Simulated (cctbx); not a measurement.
# A crystallographic session in cctbx: Gd3Ga8Ag3

Library: cctbx 2025.11. The data are simulated by the first script.

## 1. Simulate the data

run.py:

```python
from cctbx import adptbx, crystal, miller, sgtbx, xray
from cctbx.array_family import flex
from iotbx.shelx import hklf
from scitbx import matrix
import scitbx.random

cs = crystal.symmetry(unit_cell=(4.423, 9.551, 12.86, 90, 90, 90), space_group_symbol='Hall: -I 2 2')  # Immm
atoms = [  # label, site, U (iso, or U11 U22 U33 U12 U13 U23 in A^2), occupancy
    ("Gd1", (0.5, 0.5, 0.2952), (0.0051, 0.0049, 0.0049, 0.0000, 0.0000, 0.0000), 1),
    ("Gd2", (0.5, 0.5, 0), (0.0063, 0.0038, 0.0040, 0.0000, 0.0000, 0.0000), 1),
    ("Ag1", (0, 0.1891, 0), (0.0050, 0.0034, 0.0036, 0.0000, 0.0000, 0.0000), 1),
    ("Ag2", (0.5, 0, 0), (0.0044, 0.0040, 0.0042, 0.0000, 0.0000, 0.0000), 1),
    ("Ga1", (0, 0.6363, 0.8433), (0.0050, 0.0064, 0.0051, 0.0000, 0.0000, -0.0001), 1),
    ("Ga2", (0.5, 0.2198, 0.1374), (0.0068, 0.0046, 0.0044, 0.0000, 0.0000, -0.0010), 1),
]
xs = xray.structure(crystal_symmetry=cs)
for label, site, u, occ in atoms:
    u = adptbx.u_cif_as_u_star(cs.unit_cell(), u) if isinstance(u, tuple) else u
    xs.add_scatterer(xray.scatterer(label, site=site, u=u, occupancy=occ))
xs.set_inelastic_form_factors(1.54184, "sasaki")
xs.show_summary()
p1 = xs.expand_to_p1()
ms = miller.build_set(p1, anomalous_flag=True, d_min=0.8)
flex.set_random_seed(963046)
scitbx.random.set_random_seed(963046)
ms = ms.select(flex.random_double(ms.size()) < 0.95)
i = ms.structure_factors_from_scatterers(p1, algorithm="direct").f_calc().as_intensity_array().data()
i = i / flex.sqrt(1 + 0.3 * i / flex.max(i))  # extinction
i = i * 70000 / flex.max(i)
sig = flex.sqrt(i + flex.pow2(0.06 * i) + 4 ** 2)
noise = scitbx.random.variate(scitbx.random.normal_distribution())(i.size())
data = ms.array(data=i + sig * noise, sigmas=sig).set_observation_type_xray_intensity()
with open("data.hkl", "w") as f:
    data.export_as_shelx_hklf(f)
print("reflections written:", data.size(), " <I/sigma> = %.1f" % flex.mean(data.data() / data.sigmas()))
for h, a, b in list(data.sort("data"))[:12]:
    print("%4d%4d%4d %9.1f %7.1f" % (h + (a, b)))
```

```console
$ python run.py
```

```text
Number of scatterers: 6
At special positions: 6
Unit cell: (4.423, 9.551, 12.86, 90, 90, 90)
Space group: I m m m (No. 71)
reflections written: 4218  <I/sigma> = 6.8
  -2   0   0   71107.3  4208.3
   2   0   0   64748.5  4208.3
  -1  -2  -3   34381.8  1898.7
   4   0   0   33526.2  1901.3
  -1  -2   3   33215.7  1898.7
   1  -2  -3   33177.2  1898.7
   0   0  -6   32706.0  2110.2
   1   2  -3   32210.6  1898.7
  -1   2   3   32070.9  1898.7
  -1   2  -3   30871.9  1898.7
  -4   0   0   30520.1  1901.3
   0   0   6   30149.2  2110.2
```

Run time: 0.42 s on 1 thread of Arm Neoverse N1 (shared host), peak memory 0.07 GiB.

## 2. Refinement (right model, isotropic)

run.py:

```python
import math
from cctbx import adptbx, crystal, maptbx, sgtbx, xray
from cctbx.array_family import flex
from cctbx.xray import observations
from iotbx.shelx import hklf
from scitbx.lstbx import normal_eqns_solving
from smtbx import absolute_structure, utils
from smtbx.refinement import constraints, least_squares

cs = crystal.symmetry(unit_cell=(4.423, 9.551, 12.86, 90, 90, 90), space_group_symbol='Hall: -I 2 2')  # Immm
atoms = [  # label, site, U (iso, or U11 U22 U33 U12 U13 U23 in A^2), occupancy
    ("Gd1", (0.5, 0.5, 0.2955), 0.0200, 1),
    ("Gd2", (0.5, 0.5, 0), 0.0200, 1),
    ("Ag1", (0, 0.1952, 0), 0.0200, 1),
    ("Ag2", (0.5, 0, 0), 0.0200, 1),
    ("Ga1", (0, 0.6308, 0.8396), 0.0200, 1),
    ("Ga2", (0.5, 0.2184, 0.1407), 0.0200, 1),
]
xs = xray.structure(crystal_symmetry=cs)
for label, site, u, occ in atoms:
    u = adptbx.u_cif_as_u_star(cs.unit_cell(), u) if isinstance(u, tuple) else u
    xs.add_scatterer(xray.scatterer(label, site=site, u=u, occupancy=occ))
xs.set_inelastic_form_factors(1.54184, "sasaki")
raw = hklf.reader(file_name="data.hkl").as_miller_arrays(crystal_symmetry=cs, anomalous=True)[0]
merged = raw.eliminate_sys_absent().merge_equivalents()
fo2 = merged.array().set_observation_type_xray_intensity()
print("Rint %.3f, %d unique reflections to %.2f A" % (merged.r_int(), fo2.size(), fo2.d_min()))
for sc in xs.scatterers():
    sc.flags.set_grad_site(True)
    sc.flags.set_grad_u_aniso(sc.flags.use_u_aniso())
    sc.flags.set_grad_u_iso(sc.flags.use_u_iso())
obs = fo2.as_xray_observations()
extra = {}
rep = constraints.reparametrisation(xs, [], utils.connectivity_table(xs), **extra)
ls = least_squares.crystallographic_ls(obs, rep, weighting_scheme=least_squares.mainstream_shelx_weighting(a=0, b=0))
print("cycle     R1     wR2    GooF  max shift (A)")
for cycle in range(8):
    ls.build_up()
    r1, wr2, goof = ls.r1_factor(cutoff_factor=2)[0], ls.wR2(), ls.goof()
    old = xs.sites_cart()
    normal_eqns_solving.levenberg_marquardt_iterations(ls, n_max_iterations=3, tau=1e-06, step_threshold=1e-7)
    big = flex.max((xs.sites_cart() - old).norms())
    print("%4d %7.4f %7.4f %7.3f %9.5f" % (cycle + 1, r1, wr2, goof, big))
    ls.build_up(objective_only=True)
    if abs(ls.wR2() - wr2) < 5e-5 and big < 5e-4:
        break
ls.build_up()
print("final R1 %.4f wR2 %.4f GooF %.3f  parameters %d  data/parameter %.1f" % (ls.r1_factor(cutoff_factor=2)[0], ls.wR2(), ls.goof(), ls.n_parameters, fo2.size() / ls.n_parameters))
cov = ls.covariance_matrix_and_annotations()
su = dict(zip(cov.annotations, (math.sqrt(max(v, 0)) for v in cov.matrix.matrix_packed_u_diagonal())))
a2 = cs.unit_cell().reciprocal_parameters()[0] ** -2
print("atom        x        y        z      Ueq    occ   su(xyz)  su(Uiso or U11)")
for sc in xs.scatterers():
    s = max(su.get(sc.label + k, 0) for k in (".x", ".y", ".z"))
    npd = "" if sc.is_positive_definite_u(cs.unit_cell()) else "  NPD"
    print("%-5s %8.5f %8.5f %8.5f %8.4f %6.3f %8.5f %7.4f%s" % ((sc.label,) + sc.site + (sc.u_iso_or_equiv(cs.unit_cell()), sc.occupancy, s, su.get(sc.label + ".uiso", su.get(sc.label + ".u11", 0) * a2), npd)))
fo = fo2.f_sq_as_f()
fc = fo.structure_factors_from_scatterers(xs, algorithm="direct").f_calc()
diff = fo.f_obs_minus_f_calc(1 / math.sqrt(ls.scale_factor()), fc).average_bijvoet_mates()
m = diff.fft_map(symmetry_flags=maptbx.use_space_group_symmetry, resolution_factor=0.25).apply_volume_scaling()
print("difference map: max %.2f min %.2f rms %.2f" % (m.statistics().max(), m.statistics().min(), m.statistics().sigma()))
peaks = m.peak_search(parameters=maptbx.peak_search_parameters(min_distance_sym_equiv=0.6, max_clusters=6)).all()
near = xs.closest_distances(peaks.sites(), distance_cutoff=4)
sps = cs.special_position_settings(min_distance_sym_equiv=0.5)
for k, (x, h) in enumerate(zip(peaks.sites(), peaks.heights())):
    ss = sps.site_symmetry(x)
    print("Q%-3d %7.4f %7.4f %7.4f %4d %7.2f  %.2f A from %s" % ((k + 1,) + tuple(t % 1 for t in ss.exact_site()) + (ss.multiplicity(), h, near.smallest_distances[k], xs.scatterers()[near.i_seqs[k]].label)))
```

```console
$ python run.py
```

```text
Rint 0.046, 347 unique reflections to 0.80 A
cycle     R1     wR2    GooF  max shift (A)
   1  0.1670  0.4293  14.200   0.07035
   2  0.0178  0.0414   1.369   0.00000
final R1 0.0178 wR2 0.0414 GooF 1.369  parameters 12  data/parameter 28.9
atom        x        y        z      Ueq    occ   su(xyz)  su(Uiso or U11)
Gd1    0.50000  0.50000  0.29518   0.0050  1.000  0.00003  0.0002
Gd2    0.50000  0.50000  0.00000   0.0049  1.000  0.00000  0.0002
Ag1    0.00000  0.18906  0.00000   0.0041  1.000  0.00005  0.0002
Ag2    0.50000  0.00000  0.00000   0.0042  1.000  0.00000  0.0002
Ga1    0.00000  0.63625  0.84328   0.0055  1.000  0.00008  0.0002
Ga2    0.50000  0.21980  0.13733   0.0052  1.000  0.00008  0.0002
difference map: max 0.83 min -1.67 rms 0.30
Q1    0.2581  0.0000  0.0697    8    0.83  1.40 A from Ag2
Q2    0.2554  0.1030  0.2565   16    0.81  1.59 A from Ga1
Q3    0.1266  0.0000  0.2803    8    0.80  1.12 A from Gd1
Q4    0.1200  0.1805  0.0000    8    0.80  0.54 A from Ag1
Q5    0.1247  0.0000  0.5000    4    0.79  0.55 A from Gd2
Q6    0.2047  0.5000  0.2763    8    0.74  1.33 A from Gd1
```

Time: 0.55 s.

## 3. Refinement (right model, anisotropic)

run.py, as its changes from the last script of this kind:

```diff
@@ -12,6 +12,6 @@
-    ("Gd1", (0.5, 0.5, 0.2955), 0.0200, 1),
-    ("Gd2", (0.5, 0.5, 0), 0.0200, 1),
-    ("Ag1", (0, 0.1952, 0), 0.0200, 1),
-    ("Ag2", (0.5, 0, 0), 0.0200, 1),
-    ("Ga1", (0, 0.6308, 0.8396), 0.0200, 1),
-    ("Ga2", (0.5, 0.2184, 0.1407), 0.0200, 1),
+    ("Gd1", (0.5, 0.5, 0.29518), 0.0050, 1),
+    ("Gd2", (0.5, 0.5, 0), 0.0049, 1),
+    ("Ag1", (0, 0.18906, 0), 0.0041, 1),
+    ("Ag2", (0.5, 0, 0), 0.0042, 1),
+    ("Ga1", (0, 0.63625, 0.84328), 0.0055, 1),
+    ("Ga2", (0.5, 0.2198, 0.13733), 0.0052, 1),
@@ -23,0 +24 @@
+xs.convert_to_anisotropic()
```

```console
$ python run.py
```

```text
Rint 0.046, 347 unique reflections to 0.80 A
cycle     R1     wR2    GooF  max shift (A)
   1  0.0178  0.0414   1.399   0.00061
   2  0.0149  0.0311   1.052   0.00000
final R1 0.0149 wR2 0.0311 GooF 1.052  parameters 26  data/parameter 13.3
atom        x        y        z      Ueq    occ   su(xyz)  su(Uiso or U11)
Gd1    0.50000  0.50000  0.29518   0.0049  1.000  0.00003  0.0002
Gd2    0.50000  0.50000  0.00000   0.0048  1.000  0.00000  0.0002
Ag1    0.00000  0.18906  0.00000   0.0039  1.000  0.00004  0.0002
Ag2    0.50000  0.00000  0.00000   0.0040  1.000  0.00000  0.0002
Ga1    0.00000  0.63629  0.84327   0.0055  1.000  0.00006  0.0002
Ga2    0.50000  0.21976  0.13737   0.0051  1.000  0.00006  0.0003
difference map: max 0.87 min -1.59 rms 0.28
Q1    0.2638  0.0000  0.0709    8    0.89  1.39 A from Ag2
Q2    0.2483  0.1049  0.2601   16    0.77  1.57 A from Ga1
Q3    0.2100  0.5000  0.2778    8    0.76  1.30 A from Gd1
Q4    0.0000  0.0666  0.0622    8    0.74  1.42 A from Ag1
Q5    0.1384  0.0000  0.0000    4    0.68  1.60 A from Ag2
Q6    0.1283  0.0000  0.2775    8    0.64  1.09 A from Gd1
```

Time: 0.54 s.

## 4. Refinement

run.py, as its changes from the last script of this kind:

```diff
@@ -17 +17 @@
-    ("Ga2", (0.5, 0.2198, 0.13733), 0.0052, 1),
+    ("Se1", (0.5, 0.2198, 0.13733), 0.0052, 1),
@@ -38 +38 @@
-for cycle in range(8):
+for cycle in range(12):
```

```console
$ python run.py
```

```text
Rint 0.046, 347 unique reflections to 0.80 A
cycle     R1     wR2    GooF  max shift (A)
   1  0.0563  0.1820   6.149   0.00064
   2  0.0215  0.0528   1.784   0.00002
final R1 0.0215 wR2 0.0528 GooF 1.784  parameters 26  data/parameter 13.3
atom        x        y        z      Ueq    occ   su(xyz)  su(Uiso or U11)
Gd1    0.50000  0.50000  0.29516   0.0045  1.000  0.00004  0.0003
Gd2    0.50000  0.50000  0.00000   0.0043  1.000  0.00000  0.0004
Ag1    0.00000  0.18906  0.00000   0.0035  1.000  0.00007  0.0003
Ag2    0.50000  0.00000  0.00000   0.0034  1.000  0.00000  0.0004
Ga1    0.00000  0.63622  0.84330   0.0049  1.000  0.00010  0.0004
Se1    0.50000  0.21981  0.13738   0.0134  1.000  0.00011  0.0005
difference map: max 0.85 min -2.80 rms 0.37
Q1    0.2595  0.0000  0.0692    8    0.86  1.39 A from Ag2
Q2    0.0000  0.0645  0.0617    8    0.86  1.43 A from Ag1
Q3    0.2065  0.5000  0.2756    8    0.85  1.32 A from Gd1
Q4    0.2565  0.1039  0.2559   16    0.82  1.59 A from Ga1
Q5    0.1691  0.3130  0.0555   16    0.67  1.57 A from Ag1
Q6    0.2078  0.2905  0.2221   16    0.66  1.43 A from Ga1
```

Time: 0.6 s.

This run holds a fault made on purpose: wrong element: Se1 is Ga.

## 5. Refinement

run.py, as its changes from the last script of this kind:

```diff
@@ -17 +17 @@
-    ("Se1", (0.5, 0.2198, 0.13733), 0.0052, 1),
+    ("Ga2", (0.5, 0.2198, 0.13733), 0.0052, 1),
@@ -23 +23 @@
-xs.set_inelastic_form_factors(1.54184, "sasaki")
+xs.set_inelastic_form_factors(0.71073, "sasaki")
```

```console
$ python run.py
```

```text
Rint 0.046, 347 unique reflections to 0.80 A
cycle     R1     wR2    GooF  max shift (A)
   1  0.1232  0.3950  13.347   0.00857
   2  0.0623  0.2214   7.481   0.00209
   3  0.0609  0.2176   7.352   0.00130
   4  0.0609  0.2168   7.326   0.00155
   5  0.0611  0.2165   7.314   0.00126
   6  0.0615  0.2163   7.309   0.00070
   7  0.0619  0.2163   7.307   0.00032
final R1 0.0621 wR2 0.2163 GooF 7.306  parameters 26  data/parameter 13.3
atom        x        y        z      Ueq    occ   su(xyz)  su(Uiso or U11)
Gd1    0.50000  0.50000  0.29495   0.0123  1.000  0.00017  0.0013
Gd2    0.50000  0.50000  0.00000   0.0124  1.000  0.00000  0.0017
Ag1    0.00000  0.18912  0.00000  -0.0029  1.000  0.00025  0.0013  NPD
Ag2    0.50000  0.00000  0.00000  -0.0044  1.000  0.00000  0.0016  NPD
Ga1    0.00000  0.63580  0.84313   0.0074  1.000  0.00039  0.0017
Ga2    0.50000  0.21871  0.13739   0.0075  1.000  0.00040  0.0018  NPD
difference map: max 6.15 min -5.42 rms 1.01
Q1    0.0000  0.4003  0.0000    4    6.22  2.02 A from Ag1
Q2    0.0000  0.1454  0.0000    4    5.69  0.42 A from Ag1
Q3    0.0000  0.0485  0.1473    8    5.41  0.87 A from Gd1
Q4    0.0000  0.3977  0.3016    8    5.21  1.36 A from Ga2
Q5    0.0000  0.0481  0.4446    8    4.90  0.85 A from Gd2
Q6    0.0000  0.5000  0.4643    4    4.13  0.46 A from Ag2
```

Time: 0.86 s.

This run holds a fault made on purpose: dispersion terms of the wrong wavelength.

## 6. Refinement

run.py, as its changes from the last script of this kind:

```diff
@@ -17,0 +18 @@
+    ("Ga3", (0.748, 0.847, 0.463), 0.0300, 1),
@@ -23,2 +24 @@
-xs.set_inelastic_form_factors(0.71073, "sasaki")
-xs.convert_to_anisotropic()
+xs.set_inelastic_form_factors(1.54184, "sasaki")
```

```console
$ python run.py
```

```text
Rint 0.046, 347 unique reflections to 0.80 A
cycle     R1     wR2    GooF  max shift (A)
   1  0.5643  0.8477  28.206   0.05092
   2  0.3357  0.6740  22.424   0.25522
   3  0.0938  0.3251  10.815   0.69103
   4  0.0211  0.0661   2.201   0.02801
   5  0.0244  0.1002   3.334   0.01834
   6  0.0208  0.0663   2.207   0.01754
   7  0.0207  0.0657   2.187   0.00927
   8  0.0243  0.1010   3.361   0.00729
   9  0.0208  0.0665   2.212   0.01657
  10  0.0207  0.0657   2.187   0.00949
  11  0.0243  0.1010   3.361   0.00738
  12  0.0208  0.0665   2.212   0.01655
final R1 0.0207 wR2 0.0657 GooF 2.187  parameters 16  data/parameter 21.7
atom        x        y        z      Ueq    occ   su(xyz)  su(Uiso or U11)
Gd1    0.50000  0.50000  0.29518   0.0048  1.000  0.00005  0.0003
Gd2    0.50000  0.50000  0.00000   0.0047  1.000  0.00000  0.0003
Ag1    0.00000  0.18906  0.00000   0.0039  1.000  0.00008  0.0003
Ag2    0.50000  0.00000  0.00000   0.0040  1.000  0.00000  0.0003
Ga1    0.00000  0.63624  0.84327   0.0053  1.000  0.00012  0.0003
Ga2    0.50000  0.21972  0.13734   0.0050  1.000  0.00013  0.0003
Ga3    0.74784  0.83628  0.38420   1.0000  1.000  0.00288  0.0311
difference map: max 1.28 min -1.60 rms 0.36
Q1    0.1182  0.0000  0.5000    4    1.30  0.52 A from Gd2
Q2    0.1122  0.1810  0.0000    8    1.10  0.50 A from Ag1
Q3    0.1259  0.0000  0.2807    8    1.02  1.12 A from Gd1
Q4    0.2539  0.1031  0.2530   16    0.99  1.62 A from Gd1
Q5    0.1443  0.3210  0.2830   16    0.91  1.27 A from Ga2
Q6    0.2037  0.5000  0.2746    8    0.88  1.34 A from Gd1
```

It took 1.3 s on 1 thread of Arm Neoverse N1 (shared host), peak memory 0.09 GiB.

This run holds a fault made on purpose: spurious atom: Ga3.

[Logs are printed without paths, hosts, clocks, repeated set-up lines and the standing remarks that a program may print on its own settings, such as how far it seeks lower states.]
